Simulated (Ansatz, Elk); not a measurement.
## TlCuGeSe4: X-ray structure factors from the self-consistent density

Structure refinements treat a crystal as free atoms side by side. For a made-up structure of TlCuGeSe4 (cell and positions from a PBE relaxation) the runs below show what the calculated density changes in F(hkl).

Calculated with Elk 11.2.3 (patched build); DFT, PBE, all-electron APW+lo, Dirac cores, scalar-relativistic bands, static density, no spin.

The structure was built from a prototype and need not be the compound's stable phase.

**1. The starting structure**

Symmetry: I-4, No. 82, tetragonal system. The conventional cell has a = 5.581 Å, b = 5.581 Å, c = 11.889 Å, α = 90.00°, β = 90.00°, γ = 90.00°. Nearest to Tl lie 4 Se at 2.75 Å. Nearest to Se lie 1 Ge at 2.43 Å and 1 Cu at 2.45 Å and 1 Tl at 2.75 Å. Ge has 4 Se at 2.43 Å nearest. Nearest to Cu lie 4 Se at 2.45 Å. Farther neighbours and most contacts between anions are not listed.

Coordinates:

```cif
data_structure
_symmetry_space_group_name_H-M 'P 1'
_symmetry_Int_Tables_number 1
_cell_length_a 7.1351
_cell_length_b 7.1351
_cell_length_c 7.1351
_cell_angle_alpha 133.957
_cell_angle_beta 133.957
_cell_angle_gamma 67.155
_cell_volume 185.14
loop_
_atom_site_label
_atom_site_type_symbol
_atom_site_fract_x
_atom_site_fract_y
_atom_site_fract_z
_atom_site_occupancy
Tl1 Tl 0.50000 0.50000 0.00000 1
Se2 Se 0.91554 0.34363 0.99615 1
Se3 Se 0.34748 0.91939 0.00385 1
Se4 Se 0.65637 0.65252 0.57191 1
Se5 Se 0.08061 0.08446 0.42809 1
Ge6 Ge 0.75000 0.25000 0.50000 1
Cu7 Cu 0.25000 0.75000 0.50000 1
```

**2. Ground state and structure factors**

An all-electron density is needed, since X-rays see the cores too. Task 0 finds the density and task 195 Fourier-transforms it; tshift is off so that phases refer to the origin typed.

The input, elk.in:

```
tasks
  0
  195

xctype
  20

spinpol
  .false.

rgkmax
  7.0

gmaxvr
  14.0

lmaxo
  7

lmaxapw
  8

swidth
  0.002

tshift
  .false.

ramdisk
  .false.

hmaxvr
  5.5

maxscl
  120

epspot
  1e-06

sppath
  './'

avec
  -5.27302242898 5.27302242898 11.23362843952
  5.27302242898 -5.27302242898 11.23362843952
  5.27302242898 5.27302242898 -11.23362843952

atoms
  4
  'Tl.in'
  1
  0.5000000000 0.5000000000 -0.0000000000   0.000000 0.000000 0.000000
  'Se.in'
  4
  0.9155392459 0.3436331607 0.9961522518   0.000000 0.000000 0.000000
  0.3474809089 0.9193869941 0.0038477482   0.000000 0.000000 0.000000
  0.6563668393 0.6525190911 0.5719060851   0.000000 0.000000 0.000000
  0.0806130059 0.0844607541 0.4280939149   0.000000 0.000000 0.000000
  'Ge.in'
  1
  0.7500000000 0.2500000000 0.5000000000   0.000000 0.000000 0.000000
  'Cu.in'
  1
  0.2500000000 0.7500000000 0.5000000000   0.000000 0.000000 0.000000

ngridk
  6 6 6
```

Started as:

```sh
> OMP_NUM_THREADS=4 elk
```

Numbers of over 12 decimals in the logs are rounded to 6 here.

The program printed:

```text
┌─────────────────────────┐
│ Elk code version 11.2.3 │
└─────────────────────────┘

All units are atomic (Hartree, Bohr, etc.)

┌─────────────────────────────────────────────────┐
│ Ground-state run starting from atomic densities │
└─────────────────────────────────────────────────┘

Lattice vectors :
  -5.273022429       5.273022429       11.23362844
   5.273022429      -5.273022429       11.23362844
   5.273022429       5.273022429      -11.23362844

Reciprocal lattice vectors :
  0.4453662075E-17  0.5957859455      0.2796596550
  0.5957859455      0.4453662075E-17  0.2796596550
  0.5957859455      0.5957859455     -0.3782825113E-17

Unit cell volume      :    1249.393620
Brillouin zone volume :   0.1985364817

Muffin-tin inner radius fraction :   0.1000000000E-01

Nuclei treated as point charges

Species : 1 (Tl)
 parameters loaded from : Tl.in
 name : thallium
 nuclear charge    :   -81.00000000
 electronic charge :    81.00000000
 atomic mass :    372567.9643
 muffin-tin radius :    2.800000000
 number of radial points in muffin-tin :   1393
 inner part over the whole radius :   0.9893942913E-02
 number on inner part of muffin-tin    :   1000
 approximate nuclear radius :   0.1043008296E-03
 number of mesh points to nuclear radius :    525
 atomic positions (lattice), magnetic fields (Cartesian) :
  1 :   0.50000000  0.50000000  0.00000000    0.00000000  0.00000000  0.00000000

Species : 2 (Se)
 parameters loaded from : Se.in
 name : selenium
 nuclear charge    :   -34.00000000
 electronic charge :    34.00000000
 atomic mass :    143935.2749
 muffin-tin radius :    2.229009163
 number of radial points in muffin-tin :    993
 inner part over the whole radius :   0.9876726250E-02
 number on inner part of muffin-tin    :    701
 approximate nuclear radius :   0.7785908700E-04
 number of mesh points to nuclear radius :    344
 atomic positions (lattice), magnetic fields (Cartesian) :
  1 :   0.91553925  0.34363316  0.99615225    0.00000000  0.00000000  0.00000000
  2 :   0.34748091  0.91938699  0.00384775    0.00000000  0.00000000  0.00000000
  3 :   0.65636684  0.65251909  0.57190609    0.00000000  0.00000000  0.00000000
  4 :   0.08061301  0.08446075  0.42809391    0.00000000  0.00000000  0.00000000

Species : 3 (Ge)
 parameters loaded from : Ge.in
 name : germanium
 nuclear charge    :   -32.00000000
 electronic charge :    32.00000000
 atomic mass :    132414.6196
 muffin-tin radius :    2.269764204
 number of radial points in muffin-tin :    993
 inner part over the whole radius :   0.9912237943E-02
 number on inner part of muffin-tin    :    701
 approximate nuclear radius :   0.7637961215E-04
 number of mesh points to nuclear radius :    341
 atomic positions (lattice), magnetic fields (Cartesian) :
  1 :   0.75000000  0.25000000  0.50000000    0.00000000  0.00000000  0.00000000

Species : 4 (Cu)
 parameters loaded from : Cu.in
 name : copper
 nuclear charge    :   -29.00000000
 electronic charge :    29.00000000
 atomic mass :    115837.2717
 muffin-tin radius :    2.356906493
 number of radial points in muffin-tin :    993
 inner part over the whole radius :   0.9945989086E-02
 number on inner part of muffin-tin    :    701
 approximate nuclear radius :   0.7406004541E-04
 number of mesh points to nuclear radius :    336
 atomic positions (lattice), magnetic fields (Cartesian) :
  1 :   0.25000000  0.75000000  0.50000000    0.00000000  0.00000000  0.00000000

Total number of atoms per unit cell :    7
Total muffin-tin volume :    381.3358970
 ratio of muffin-tin to unit cell volume :   0.3052167796

Spin treatment :
 spin-unpolarised

Number of Bravais lattice symmetries :   16
Number of crystal symmetries         :    4
Crystal has no inversion symmetry
Complex Hermitian eigensolver will be used

k-point grid :      6     6     6
k-point offset :    0.000000000       0.000000000       0.000000000
k-point set is reduced with full crystal symmetry group
Total number of k-points :       58

[...]
(states/Hartree/unit cell)

Estimated indirect band gap :   0.5680814707E-02
 from k-point 1 to k-point 19
Estimated direct band gap   :   0.1053369264E-01
 at k-point 19

Charges :
 core                        :    164.0000000
 valence                     :    114.0000000
 interstitial                :    12.72860751
 muffin-tins (core leakage)
  species : 1 (Tl)
[...]
species : 2 (Se)
[...]
species : 3 (Ge)
[...]
species : 4 (Cu)
[...]
total in muffin-tins        :    265.2713925
 total calculated charge     :    277.9980751
 total charge                :    278.0000000
 error                       :   0.1924909837E-02

RMS change in Kohn-Sham potential (target) :   0.2579657141     (  0.1000000000E-05)
Absolute change in total energy (target)   :   0.4768746879     (  0.1000000000E-03)

[... loops 3 to 17 left out ...]

┌──────────────────┐
│ Loop number : 18 │
└──────────────────┘

Energies :
 Fermi                       :     0.140726
 sum of occupied eigenvalues :     -20326.157527235
 electron kinetic            :      37294.972601842
 core electron kinetic       :      35889.456558677
 Coulomb                     :     -70177.129998240
 Coulomb potential           :     -56471.252340599
 nuclear-nuclear             :     -2910.8900409820
 electron-nuclear            :     -78109.545044532
 Hartree                     :      10843.305087274
 Madelung                    :     -41941.503827940
 xc potential                :     -1149.8777884779
 exchange                    :     -866.91681112239
 correlation                 :     -14.601172169522
 electron entropic           :    -0.90956363053853E-04
 total energy                :     -33763.675470646

Density of states at Fermi energy :    4.613030738
 (states/Hartree/unit cell)

Estimated indirect band gap :   0.1407195388E-01
 from k-point 1 to k-point 19
Estimated direct band gap   :   0.2366001877E-01
 at k-point 46

Charges :
 core                        :    164.0000000
 valence                     :    114.0000000
 interstitial                :    12.31684039
 muffin-tins (core leakage)
  species : 1 (Tl)
[...]
species : 2 (Se)
[...]
species : 3 (Ge)
[...]
species : 4 (Cu)
[...]
total in muffin-tins        :    265.6831596
 total calculated charge     :    277.9980841
 total charge                :    278.0000000
 error                       :   0.1915875845E-02

RMS change in Kohn-Sham potential (target) :   0.1030653095E-06 (  0.1000000000E-05)
Absolute change in total energy (target)   :   0.5578663695E-04 (  0.1000000000E-03)

Convergence targets achieved

┌──────────────────┐
│ Loop number : 19 │
└──────────────────┘

Energies :
 Fermi                       :     0.140726
 sum of occupied eigenvalues :     -20326.157528313
 electron kinetic            :      37294.972601408
 core electron kinetic       :      35889.456558973
 Coulomb                     :     -70177.129997032
 Coulomb potential           :     -56471.252342119
 nuclear-nuclear             :     -2910.8900409820
 electron-nuclear            :     -78109.545040384
 Hartree                     :      10843.305084334
 Madelung                    :     -41941.503825972
 xc potential                :     -1149.8777876014
 exchange                    :     -866.91681098172
 correlation                 :     -14.601172172585
 electron entropic           :    -0.90956376187322E-04
 total energy                :     -33763.675469735

Density of states at Fermi energy :    4.613031104
 (states/Hartree/unit cell)

Estimated indirect band gap :   0.1407194934E-01
 from k-point 1 to k-point 19
Estimated direct band gap   :   0.2366001654E-01
 at k-point 46

Charges :
 core                        :    164.0000000
 valence                     :    114.0000000
 interstitial                :    12.31684046
 muffin-tins (core leakage)
  species : 1 (Tl)
[...]
species : 2 (Se)
[...]
atom 4                    :    31.94653154     (  0.1777455668E-03)
  species : 3 (Ge)
   atom 1                    :    30.16348865     (  0.6953606482E-03)
  species : 4 (Cu)
   atom 1                    :    28.08232872     (  0.2027727527E-03)
 total in muffin-tins        :    265.6831595
 total calculated charge     :    277.9980841
 total charge                :    278.0000000
 error                       :   0.1915875918E-02

┌──────────────────────────────┐
│ Self-consistent loop stopped │
└──────────────────────────────┘

Warning : core states of species 2 leak from the muffin-tin :   0.1777455668E-03

Warning : core states of species 3 leak from the muffin-tin :   0.6953606482E-03

Warning : core states of species 4 leak from the muffin-tin :   0.2027727527E-03

Wrote STATE.OUT
```

The job ended after 2.5 min (4 threads of AMD EPYC 9R14 (Zen 4), shared host; peak memory 0.39 GiB).

SFACRHO.OUT:

```text

h k l indices transformed by vhmat matrix:
   1.000000000       0.000000000       0.000000000    
   0.000000000       1.000000000       0.000000000    
   0.000000000       0.000000000       1.000000000    

      h      k      l  multipl.   |H|            Re(F)            Im(F)           |F|

      0      0      0      1   0.0000000       278.00000     -0.43167851E-15   278.00000    
     -1     -1      1      2  0.55931931       9.5355832     -0.12899487E-09   9.5355832    
     -1      0      0      4  0.65815683      -57.570739       3.5772960       57.681774    
      0      1     -1      4  0.65815683      -57.570739      -3.5772960       57.681774    
     -1      1      0      4  0.84256856       26.288085      0.30007892E-11   26.288085    
     -2      0      1      4   1.0113159       124.82533       110.56044       166.74824    
     -1     -1      0      4   1.0113159       124.82533      -110.56044       166.74824    
     -2     -1      1      4   1.0290027      -92.877187      -1.3172047       92.886527    
     -1     -2      1      4   1.0290027      -92.877187       1.3172048       92.886527    
     -2     -2      2      2   1.1186386       10.470139      0.37392361E-11   10.470139    
      1     -1     -1      4   1.1915719       20.408999      0.34360423E-10   20.408999    
      0     -2      2      4   1.3163137       27.966228       1.2594215       27.994572    
      0      2     -2      4   1.3163137       27.966228      -1.2594215       27.994572    
      0      1      1      4   1.3612546      -81.259719       32.180173       87.399688    
      0      1     -2      4   1.3612546      -84.734520       34.699501       91.564154    
     -1      0      2      4   1.3612546      -81.259719      -32.180173       87.399688    
      2     -1     -1      4   1.3612546      -84.734520      -34.699501       91.564154    
      2      2     -3      4   1.4004550       14.630946      -16.455606       22.019345
```

Elk indexes on the primitive cell of elk.in and gives |H| = 4π sin θ/λ in inverse bohr. Below, one row stands for each form hkl of the conventional cell (m members, Friedel mates merged), F is for one primitive cell and the density is static (no thermal factor). Free-atom factors are Waasmaier and Kirfel's, and R is Σm||F|−|F'||/Σm|F|.

```
hkl  m  sin θ/λ (Å⁻¹)  abs F, DFT  neutral atoms   diff.  abs of complex diff.
002  2          0.084       9.536          9.622  -0.086                 0.086
101  8          0.099      57.682         57.832  -0.150                 0.153
110  4          0.127      26.288         26.177  +0.111                 0.111
112  8          0.152     166.748        166.532  +0.216                 0.499
103  8          0.155      92.887         92.983  -0.097                 0.108
004  2          0.168      10.470         11.061  -0.591                 0.591
200  4          0.179      20.409         20.989  -0.581                 0.581
202  8          0.198      27.995         27.726  +0.269                 0.291
211  8          0.205      87.400         87.684  -0.285                 0.356
121  8          0.205      91.564         91.443  +0.121                 0.219
114  8          0.211      22.019         21.839  +0.181                 0.224
105  8          0.229      79.199         79.210  -0.010                 0.344
123  8          0.237      53.229         53.451  -0.222                 0.357
213  8          0.237      59.403         59.347  +0.056                 0.315
```

(Continued in part 2 of 2.)

[Logs are printed without paths, hosts, clocks, repeated set-up lines and the standing remarks that a program may print on its own settings, such as how far it seeks lower states.]

[Hosts, paths, dates, database ids (printed as entryN), source tags and the programs' standing remarks are cut or masked in the printed files.]
